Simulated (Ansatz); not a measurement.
# Cl on Ir(100): change of the work function, part 4 of 5

How does Cl on the hollow site change the work function of Ir(100) as the layer fills?

Ansatz 0.2.0; plane-wave DFT, PBEsol, Ansatz PAW (the session's first sound run).

So far, work function, upper face (eV): step 2 (the clean slab) 5.67; step 3 (37 atoms, coverage 0.111 ML, cell 3x3) 5.32; step 4 (17 atoms, coverage 0.25 ML, cell 2x2) 4.85; step 5 (18 atoms, coverage 0.5 ML, cell 2x2) 4.38.

### 6. Adsorbate added, k-mesh 11×11×1, coverage 1 ML

System of this step: Cl/Ir(100). The cell holds 5 atoms: 4 Ir and 1 Cl. Its edges and angles: a = 2.715 Å, b = 2.715 Å, c = 25.341 Å, α = 90.0°, β = 90.0°, γ = 90.0°. Vacuum lies along c.

Another coverage, to see how the dipoles act on each other as their distance changes.

Contents of input.yaml:

```yaml
crystal:
  lattice:
    - [2.7152900398, 0.0, 0.0]
    - [0.0, 2.7152900398, 0.0]
    - [0.0, 0.0, 25.3406435577]
  atoms:
    - { symbol: Ir, position: [0.5, 0.5, 0.3551606722] }
    - { symbol: Ir, position: [0.0, 0.0, 0.4309282823] }
    - { symbol: Ir, position: [0.5, 0.5, 0.5068906401] }
    - { symbol: Ir, position: [0.0, 0.0, 0.5785267891] }
    - { symbol: Cl, position: [0.5, 0.5, 0.6448393278] }
kpoints:
  mp_grid: { grid: [11, 11, 1] }
hamiltonian:
  xc: pbesol
scf:
  occupations: { method: fermi_dirac, width: 0.1 }
  convergence: { dr2_threshold: 1.0e-08 }
efield:
  axis: 3
  dipole_correction: true
  ramp_position: 0.97
  ramp_width: 0.06
relax:
  f_tol: 0.02
  max_steps: 60
  constraints: [{ sites: [0, 1] }]
output:
  bader: true
  write_potential: true
  write_density: true
  volumetric_format: npy
```

Launch:

```
$ ansatz run input.yaml --threads 4 --pin off --max-ram 12288MiB --backend cpu --events-out ev --progress --plain --runs-dir out
```

Numbers of over 12 decimals in the logs are rounded to 6 here.

The program printed:

```text
[...]
Crystal: 5 atoms, lattice volume = 186.831 Å³
Basis set: ecut = 420 eV, 3729 PW (Γ), exchange–correlation on 40×40×360 points (8 copies of the dense FFT grid, shifted against one another)
Bands: 45, of which v1, the nominal top of the filled ones, is band 38 counted from 1 (37 counted from 0)
Symmetry: 8 space group operations
[...]
- { symbol: Ir, position: [1.789493653053285e-18, 0, 0.579514] }
    - { symbol: Cl, position: [0.500000, 0.500000, 0.653900] }
--- Bader charges: 5 sites ---
  site symbol  charge [e]  shift [e]
     0     Ir     -0.0619     0.0000
     1     Ir      0.0497     0.0000
     2     Ir      0.0736     0.0001
     3     Ir      0.2220     0.0001
     4     Cl     -0.2834     0.0000
  estimated error of the sums over rays = 5.6e-4 e
[key lines of the parts left out:]
SCF converged after 7 iterations
Free energy (F): -48254.116821 eV
Fermi energy:    5.164912 eV
Dipole field:    D = 0.020294 V/Å  (p = 0.020953 e·Å, saw-weighted, corrected)
Work function:   Φ+ = 5.1802 eV   Φ− = 5.6945 eV
```

It took 27 s on 4 threads of Arm Neoverse V2, shared host; peak memory 0.51 GiB; 1.8 min of CPU time.

The steps of the relaxation:

```csv
step,energy less that of the first step (eV),largest force component (eV/Å)
1,0.0000,1.3637
2,-0.1132,0.7459
3,-0.1317,0.1256
4,-0.1324,0.0110
```

Forces are held to the 8 operations that the run works with; a distortion that breaks them can't arise in this run.

The atoms that moved most (Å):

```csv
atom,dx,dy,dz,length
Cl5,0.000,0.000,0.230,0.230
Ir4,0.000,0.000,0.025,0.025
```

Final coordinates:

```xyz
5
Lattice="2.7153 0.0000 0.0000 0.0000 2.7153 0.0000 0.0000 0.0000 25.3406" Properties=species:S:1:pos:R:3
Ir    1.3576    1.3576    9.0000
Ir    0.0000    0.0000   10.9200
Ir    1.3576    1.3576   12.8430
Ir    0.0000    0.0000   14.6853
Cl    1.3576    1.3576   16.5703
```

Running mean over 1.92 Å of the planar mean; the ramp of the sawtooth is left out. Electron's electrostatic potential energy less the Fermi level against z:

```csv
z (Å),electron's electrostatic potential energy less the Fermi level (eV)
3.5,5.69
4.0,5.69
4.5,5.69
5.0,5.69
5.5,5.68
6.0,5.64
6.5,5.49
7.0,4.88
7.5,2.37
8.0,-3.38
8.5,-9.39
9.0,-12.2
9.5,-12.9
10.0,-13.1
10.5,-13.3
11.0,-13.4
11.5,-13.5
12.0,-13.5
12.5,-13.6
13.0,-13.9
13.5,-14.4
14.0,-14.3
14.5,-13.7
15.0,-12.8
15.5,-10.9
16.0,-8.44
16.5,-6.25
17.0,-4.28
17.5,-0.530
18.0,3.29
18.5,4.83
19.0,5.12
19.5,5.17
20.0,5.18
20.5,5.18
21.0,5.18
21.5,5.18
22.0,5.18
```

The relaxation took 4 steps and lowered the energy by 0.13 eV; the largest force on the free atoms ends at 0.011 eV/Å.

The covered face has 5.18 eV, -0.48 eV against the clean one; the bare back face has moved by +0.01 eV, a measure of how thin the slab is.

### 7. Work function against coverage

This step: plane-wave DFT, PBEsol, Ansatz PAW; work function against coverage (Ansatz 0.2.0).

The runs are now put side by side.

Numbers from this step:

```yaml
work_function_of_the_clean_face: 5.665 eV
largest_change_of_the_work_function: -1.289 eV
```

Table of work function of the covered face by coverage:

```csv
coverage (adsorbates/nm²),work function of the covered face (eV)
0.00,5.67
1.51,5.32
3.39,4.85
6.78,4.38
13.56,5.18
```

The dipole per adsorbate comes from the change of the cell's dipole. Coverage, by row:

```csv
coverage (1/nm²),coverage (ML),work function (eV),change (eV),"dipole per adsorbate, positive end outwards (debye)",mean height of the added atoms over the highest substrate atom (Å)
1.507,0.1111,5.318,-0.3472,0.613,1.616
3.391,0.25,4.845,-0.8198,0.641,1.607
6.782,0.5,4.377,-1.289,0.492,1.697
13.56,1,5.18,-0.4848,0.097,1.885
```

### 8. The slab at 0.25 ML, atoms frozen

This step: plane-wave DFT, PBEsol, Ansatz PAW (Ansatz 0.2.0).

System of this step: Cl/Ir(100). The cell holds 17 atoms: 16 Ir and 1 Cl. Its edges and angles: a = 5.431 Å, b = 5.431 Å, c = 25.341 Å, α = 90.0°, β = 90.0°, γ = 90.0°. Vacuum lies along c.

To see where the charge goes, the covered slab, the bare substrate and the adsorbate layer are each run at the same frozen positions and on the same grid.

Contents of input.yaml:

```yaml
crystal:
  lattice:
    - [5.4305800796, 0.0, 0.0]
    - [0.0, 5.4305800796, 0.0]
    - [0.0, 0.0, 25.3406435577]
  atoms:
    - { symbol: Ir, position: [0.25, 0.25, 0.3551606722] }
    - { symbol: Ir, position: [0.0, 0.0, 0.4309282823] }
    - { symbol: Ir, position: [0.25, 0.25, 0.5058550399] }
    - { symbol: Ir, position: [-0.0030111403, -0.0030111403, 0.5792781861] }
    - { symbol: Ir, position: [0.25, 0.75, 0.3551606722] }
    - { symbol: Ir, position: [0.0, 0.5, 0.4309282823] }
    - { symbol: Ir, position: [0.25, 0.75, 0.5059165791] }
    - { symbol: Ir, position: [-0.0030111403, 0.5030111403, 0.5792781861] }
    - { symbol: Ir, position: [0.75, 0.25, 0.3551606722] }
    - { symbol: Ir, position: [0.5, 0.0, 0.4309282823] }
    - { symbol: Ir, position: [0.75, 0.25, 0.5059165791] }
    - { symbol: Ir, position: [0.5030111403, -0.0030111403, 0.5792781861] }
    - { symbol: Ir, position: [0.75, 0.75, 0.3551606722] }
    - { symbol: Ir, position: [0.5, 0.5, 0.4309282823] }
    - { symbol: Ir, position: [0.75, 0.75, 0.5090385968] }
    - { symbol: Ir, position: [0.5030111403, 0.5030111403, 0.5792781861] }
    - { symbol: Cl, position: [0.25, 0.25, 0.6427105032] }
kpoints:
  mp_grid: { grid: [6, 6, 1] }
hamiltonian:
  xc: pbesol
scf:
  occupations: { method: fermi_dirac, width: 0.1 }
  convergence: { dr2_threshold: 1.0e-08 }
efield:
  axis: 3
  dipole_correction: true
  ramp_position: 0.97
  ramp_width: 0.06
output:
  write_potential: true
  write_density: true
  volumetric_format: npy
```

The program printed:

```text
[...]
Crystal: 17 atoms, lattice volume = 747.326 Å³
Basis set: ecut = 420 eV, 14601 PW (Γ)
Bands: 168, of which v1, the nominal top of the filled ones, is band 140 counted from 1 (139 counted from 0)
Symmetry: 8 space group operations
[...]
k-points: 10 of 36
[...]
SCF iter   1: F=—  HF=-189835.071831 eV  |F-HF|=—  |Δ(HF+E_count)|=         —  Δρ=8.69e-3  dr2=5.74e0  ethr=1.77e-3  p=0.143 e·Å  D=3.46e-2 V/Å  ΔV_dip=-0.88 eV  dr2_dipole=1.58e0  V_vac-E_F(+/−)=4.34/5.22 eV  ⟨swp⟩=8.2  Hψ=7334  notcnv=0  defer=41
[...]
SCF iter  11: F=-189834.938069 eV  HF=-189834.938069 eV  |F-HF|=3.67e-9  |Δ(HF+E_count)|=   2.65e-8  Δρ=3.83e-7  dr2=1.78e-9  ethr=3.58e-12  p=0.136 e·Å  D=3.30e-2 V/Å  ΔV_dip=-0.84 eV  dr2_dipole=1.19e-11  V_vac-E_F(+/−)=4.85/5.68 eV  ⟨swp⟩=4.0  Hψ=3485  notcnv=0
SCF 1 converged in 11 iterations: F = -189834.938069 eV  dr2 = 1.78e-9
[...]
SCF converged after 11 iterations
Free energy (F): -189834.938069 eV
[...]
Internal energy: -189834.216076 eV  (E = F + TS)
E sigma→0 (E₀):  -189834.577072 eV
Entropy (-TS):   -0.721993 eV (-42.470 meV/atom)
Fermi energy:    4.387184 eV
Dipole field:    D = 0.032984 V/Å  (p = 0.136221 e·Å, saw-weighted, corrected)
Work function:   Φ+ = 4.8453 eV   Φ− = 5.6811 eV
[...]
--- Band table (eV; the first three rows and the last of 10) ---
  k-point 0: bands = [... 136 lower, 4.6011, 4.7193, 4.8546, 4.9736, 5.0792, 5.1263, 5.1404, 5.1605, ... 24 higher]
  k-point 1: bands = [... 136 lower, 4.5849, 4.6294, 4.7132, 4.8067, 4.8175, 4.9191, 4.9955, 4.9979, ... 24 higher]
  k-point 2: bands = [... 136 lower, 4.2223, 4.3665, 4.4802, 4.4900, 4.5392, 4.6485, 4.8761, 4.9087, ... 24 higher]
  k-point 9: bands = [... 136 lower, 3.1524, 3.1996, 3.1996, 3.9146, 3.9974, 4.0019, 4.0129, 4.0129, ... 24 higher]
```

It took 61 s on 4 threads; peak memory 3 GiB.

Numbers from this step:

| Quantity | Value |
| --- | --- |
| energy at zero smearing | -189834.5771 eV |
| work function, upper face | 4.845 eV |
| work function, lower face | 5.681 eV |
| dipole along the normal | 0.1362 e·Å |
| step between the vacuum levels | -0.8358 eV |

The work function of the upper face is 4.85 eV.

### 9. The substrate of the 0.25 ML cell alone

System of this step: Cl/Ir(100), substrate alone, atoms held. The cell holds 16 atoms: 16 Ir. Cell: a = 5.431 Å, b = 5.431 Å, c = 25.341 Å, α = 90.0°, β = 90.0°, γ = 90.0°. Vacuum lies along c.

The second part, atoms unmoved.

Edit input.yaml of step 8 so:

```diff
@@ -22,3 +22,2 @@
     - { symbol: Ir, position: [0.5030111403, 0.5030111403, 0.5792781861] }
-    - { symbol: Cl, position: [0.25, 0.25, 0.6427105032] }
 kpoints:
```

The program printed:

```text
[...]
Crystal: 16 atoms, lattice volume = 747.326 Å³
Basis set: ecut = 420 eV, 14601 PW (Γ)
Bands: 164, of which v1, the nominal top of the filled ones, is band 136 counted from 1 (135 counted from 0)
Symmetry: 8 space group operations
[...]
k-points: 10 of 36
[...]
SCF iter   1: F=—  HF=-188772.240828 eV  |F-HF|=—  |Δ(HF+E_count)|=         —  Δρ=7.51e-3  dr2=2.18e0  ethr=1.77e-3  p=0.015 e·Å  D=3.73e-3 V/Å  ΔV_dip=-0.09 eV  dr2_dipole=8.59e-3  V_vac-E_F(+/−)=5.16/5.26 eV  ⟨swp⟩=7.8  Hψ=6967  notcnv=0  defer=28
[...]
SCF iter  10: F=-188772.117694 eV  HF=-188772.117694 eV  |F-HF|=5.67e-8  |Δ(HF+E_count)|=   2.03e-8  Δρ=1.05e-6  dr2=7.97e-9  ethr=3.68e-12  p=0.003 e·Å  D=8.24e-4 V/Å  ΔV_dip=-0.02 eV  dr2_dipole=1.91e-10  V_vac-E_F(+/−)=5.64/5.67 eV  ⟨swp⟩=20.9  Hψ=6040  notcnv=0
the search or the solves at the SCF's close seem to have found levels that the self-consistency loop had missed (the run counts 1). By its estimate they hold under 1e-12 electrons; where the run keeps them, the occupations were computed again with them
SCF 1 converged in 10 iterations: F = -188772.117694 eV  dr2 = 7.97e-9
[...]
SCF converged after 10 iterations
Free energy (F): -188772.117694 eV
[...]
Internal energy: -188771.367056 eV  (E = F + TS)
E sigma→0 (E₀):  -188771.742375 eV
Entropy (-TS):   -0.750638 eV (-46.915 meV/atom)
Fermi energy:    3.789722 eV
Dipole field:    D = 0.000833 V/Å  (p = 0.003441 e·Å, saw-weighted, corrected)
Work function:   Φ+ = 5.6444 eV   Φ− = 5.6655 eV
[...]
--- Band table (eV; the first three rows and the last of 10) ---
  k-point 0: bands = [... 132 lower, 3.9352, 3.9352, 4.3330, 4.3448, 4.5903, 4.6062, 4.6062, 4.6293, ... 24 higher]
  k-point 1: bands = [... 132 lower, 3.9714, 4.0688, 4.1697, 4.1733, 4.2462, 4.2684, 4.3129, 4.3425, ... 24 higher]
  k-point 2: bands = [... 132 lower, 3.5628, 3.6445, 3.7177, 3.8540, 3.9793, 4.0181, 4.0391, 4.2781, ... 24 higher]
  k-point 9: bands = [... 132 lower, 2.5732, 2.6064, 2.6064, 2.6998, 3.4110, 3.4624, 3.4770, 3.4770, ... 24 higher]
```

Elapsed: 58 s, on 4 threads; peak memory 2.9 GiB; 3.7 min of CPU time.

Numbers from this step:

- energy at zero smearing: -188771.7424 eV
- work function, upper face: 5.644 eV
- work function, lower face: 5.666 eV
- dipole along the normal: 0.003441 e·Å
- step between the vacuum levels: -0.02112 eV

The work function of the upper face is 5.64 eV.

### 10. The adsorbate layer of the 0.25 ML cell alone

System of this step: Cl/Ir(100), adsorbate layer alone, atoms held. The cell holds 1 atom: 1 Cl. Its edges and angles: a = 5.431 Å, b = 5.431 Å, c = 25.341 Å, α = 90.0°, β = 90.0°, γ = 90.0°. Vacuum lies along c.

The third part; a free layer of atoms may carry a moment, so spin is on.

input.yaml, the sections that differ from step 9:

```yaml
crystal:
  lattice:
    - [5.4305800796, 0.0, 0.0]
    - [0.0, 5.4305800796, 0.0]
    - [0.0, 0.0, 25.3406435577]
  atoms:
    - { symbol: Cl, position: [0.25, 0.25, 0.6427105032], spin: 1.0 }
magnetization:
  spin_polarized: true
# kpoints, hamiltonian, scf, efield, output: as in step 9
```

The program printed:

```text
[...]
Crystal: 1 atoms, lattice volume = 747.326 Å³
Basis set: ecut = 420 eV, 14601 PW (Γ)
Bands: 8, of which v1, the nominal top of the filled ones, is band 4 counted from 1 (3 counted from 0)
Symmetry: 8 space group operations
k-points: 10 of 36
[...]
Starting moments: Σ|m| = 1 μB on 1 of 1 site
[...]
SCF iter   1: F=—  HF=-1059.244154 eV  |F-HF|=—  |Δ(HF+E_count)|=         —  Δρ=3.59e-4 (↑3.59e-4 ↓2.52e-4)  dr2=8.80e-5  dr2_m=5.94e-4  M=0.999 μB ∫|m|=1.000 μB  β_m=1.00  ethr=1.07e-6  p=0.000 e·Å  D=2.98e-9 V/Å  ΔV_dip=-0.00 eV  dr2_dipole=1.30e-12  V_vac-E_F(+/−)=8.03/8.03 eV  ⟨swp⟩=3.8  Hψ=1789  notcnv=0
[...]
spin=Collinear: Resta preconditioning applied to the charge; magnetization (m = ρ↑ − ρ↓) channel mixes plain (no charge-response kernel on spin).
SCF iter   2: F=—  HF=-1059.244810 eV  |F-HF|=—  |Δ(HF+E_count)|=   6.56e-4  Δρ=8.79e-5 (↑8.79e-5 ↓7.14e-5)  dr2=4.35e-5  dr2_m=1.20e-5  M=0.999 μB ∫|m|=1.000 μB  β_m=1.00  ethr=1.07e-6  p=0.000 e·Å  D=2.33e-7 V/Å  ΔV_dip=-0.00 eV  dr2_dipole=1.41e-13  V_vac-E_F(+/−)=8.03/8.03 eV  ⟨swp⟩=2.0  Hψ=240  notcnv=0  κ⁻¹=1.0e0(r=1)
[...]
SCF iter   9: F=—  HF=-1059.245043 eV  |F-HF|=—  |Δ(HF+E_count)|=   2.93e-7  Δρ=9.22e-6 (↑4.00e-6 ↓9.22e-6)  dr2=8.13e-7  dr2_m=5.39e-8  M=0.999 μB ∫|m|=1.000 μB  β_m=1.20  ethr=1.52e-9  p=0.000 e·Å  D=4.96e-7 V/Å  ΔV_dip=-0.00 eV  dr2_dipole=1.92e-16  V_vac-E_F(+/−)=8.03/8.03 eV  ⟨swp⟩=2.5  Hψ=270  notcnv=0
[...]
spin-set hold released at iteration 9 (site moments contracting): the magnetisation degrees of freedom join the quasi-Newton model from the next iteration; the mixer history was flushed
SCF iter  10: F=—  HF=-1059.245043 eV  |F-HF|=—  |Δ(HF+E_count)|=   4.13e-7  Δρ=5.97e-6 (↑4.24e-6 ↓5.97e-6)  dr2=4.99e-7  dr2_m=6.82e-9  M=0.999 μB ∫|m|=1.000 μB  β_m=1.20  ethr=1.52e-9  p=0.000 e·Å  D=4.98e-7 V/Å  ΔV_dip=-0.00 eV  dr2_dipole=1.16e-16  V_vac-E_F(+/−)=8.03/8.03 eV  ⟨swp⟩=2.0  Hψ=240  notcnv=0  κ⁻¹=1.0e0(r=1)
density mixer auto → broyden: gapped, with many states about μ (density of states about μ 2.08 of a free-electron gas's, 22 screened modes)
SCF iter  11: F=—  HF=-1059.245042 eV  |F-HF|=—  |Δ(HF+E_count)|=   6.42e-7  Δρ=1.26e-5 (↑7.79e-7 ↓1.26e-5)  dr2=6.50e-7  dr2_m=3.04e-7  M=0.999 μB ∫|m|=1.000 μB  β_m=1.20  ethr=1.52e-9  p=0.000 e·Å  D=5.06e-7 V/Å  ΔV_dip=-0.00 eV  dr2_dipole=2.79e-18  V_vac-E_F(+/−)=8.03/8.03 eV  ⟨swp⟩=3.0  Hψ=274  notcnv=0  κ⁻¹=1.9e-3(r=2)
[...]
SCF iter  16: F=-1059.245042 eV  HF=-1059.245042 eV  |F-HF|=5.22e-10  |Δ(HF+E_count)|=   2.93e-9  Δρ=3.33e-8 (↑7.66e-9 ↓3.33e-8)  dr2=2.55e-12  dr2_m=2.31e-12  M=0.999 μB ∫|m|=1.000 μB  ethr=1.00e-12  p=0.000 e·Å  D=5.08e-7 V/Å  ΔV_dip=-0.00 eV  dr2_dipole=3.53e-19  V_vac-E_F(+/−)=8.03/8.03 eV  ⟨swp⟩=2.9  Hψ=555  notcnv=0
SCF 1 converged in 16 iterations: F = -1059.245042 eV  dr2 = 2.55e-12
[...]
this state was not tested for a lower state beside it, because the mixer in use, unlike msr1, does not test its closes by its own steps (another_mixer; see scf.mixing.algorithm and scf.lower_state_search)
SCF converged after 16 iterations
Magnetization: 0.9994 μB (3.9997 up, 3.0003 down)
Absolute magnetization: 0.9995 μB (∫|ρ↑−ρ↓|, with the PAW one-centre terms)
[...]
Per-site moments (μB) at R_I (Å): [(0.995948, 2.240114282835)]
Free energy (F): -1059.245042 eV
[...]
Internal energy: -1059.055569 eV  (E = F + TS)
E sigma→0 (E₀):  -1059.150306 eV
Entropy (-TS):   -0.189473 eV (-189.473 meV/atom)
Fermi energy:    -7.737324 eV
Dipole field:    D = 0.000001 V/Å  (p = 0.000002 e·Å, saw-weighted, corrected)
Work function:   Φ+ = 8.0313 eV   Φ− = 8.0314 eV
[...]
--- Band table (eV; the first three rows and the last of 20) ---
[...]
```

The job ended after 7.1 s (4 threads; peak memory 0.83 GiB; 26 s of CPU time).

Numbers from this step:

- energy at zero smearing: -1059.1503 eV
- total moment: 0.9994 μB
- site moments: 0.9959 μB
- work function, upper face: 8.031 eV
- dipole along the normal: 2.10e-6 e·Å

Site moment by atom:

```csv
atom,site moment (μB)
Cl1,0.996
```

The free layer carries a moment of 1.0 μB a cell.

### 11. Density difference at 0.25 ML

This step: plane-wave DFT, PBEsol, Ansatz PAW; density difference on adsorption (Ansatz 0.2.0).

The densities of the parts are taken from that of the whole and averaged over planes; the first moment of what is left gives the step in the potential.

Numbers from this step:

- largest charge moved: 0.002058 e/Å²
- potential step from the moved charge: -0.8147 eV

The electron density difference oscillates, so the rows of the table below give means over windows of 1.06 Å about each position, cut where the curve ends. Its maxima inside the range that stand out by 2 % of the span (Å: e/Å³): 9.7: 2.4e-4, 12.0: 6.0e-4, 13.0: 8.6e-4, 13.7: 5.1e-4, 14.8: 0.00496, 15.9: 0.00395, 16.8: -7.5e-4. Its minima: 9.0: -2.1e-4, 10.4: -9.4e-5, 12.5: -0.00105, 13.2: -3.5e-4, 14.4: -5.2e-4, 15.2: -0.00666, 16.5: -0.00182, 17.2: -0.00134.

Planar mean, whole system less its parts. The electron density difference by z; means over each step:

```csv
z (Å),electron density difference (e/Å³)
4.77,-2.3e-7
5.83,-1.7e-6
6.89,-9.8e-7
7.95,6.2e-5
9.01,-8.8e-5
10.07,5.4e-5
11.13,6.9e-5
12.19,4.4e-5
13.25,3.0e-4
14.31,0.00124
15.37,-8.4e-4
16.43,2.8e-4
17.49,-9.8e-4
18.55,-1.4e-4
19.61,-6.6e-6
20.67,-2.2e-7
```

Planar mean, whole system less its parts. The electrons moved below z by z:

```csv
z (Å),electrons moved below z (e/Å²)
5.0,-1.7e-7
5.5,-4.6e-7
6.0,-1.2e-6
6.5,-2.9e-6
7.0,-5.0e-6
7.5,-1.4e-8
8.0,3.3e-5
8.5,6.1e-5
9.0,-2.3e-5
9.5,-2.5e-5
10.0,6.1e-5
10.5,2.9e-5
11.0,3.5e-6
11.5,6.7e-5
12.0,3.1e-4
12.5,1.9e-4
13.0,3.5e-4
13.5,3.7e-4
14.0,5.4e-4
14.5,6.3e-4
15.0,0.00169
15.5,-2.1e-4
16.0,0.00152
16.5,0.00157
17.0,0.00107
17.5,4.5e-4
18.0,1.3e-4
18.5,3.3e-5
19.0,7.3e-6
19.5,1.6e-6
20.0,3.8e-7
20.5,1.4e-7
```

[end of part 4 of 5]

[Logs are printed without paths, hosts, clocks, repeated set-up lines and the standing remarks that a program may print on its own settings, such as how far it seeks lower states.]

[Hosts, paths, dates, database ids (printed as entryN), source tags and the programs' standing remarks are cut or masked in the printed files.]

[Maps of the electrostatic potential energy from Ansatz leave out the sawtooth potential of an applied field or a dipole correction, so their vacuum need not be flat; planar profiles and work functions include it.]
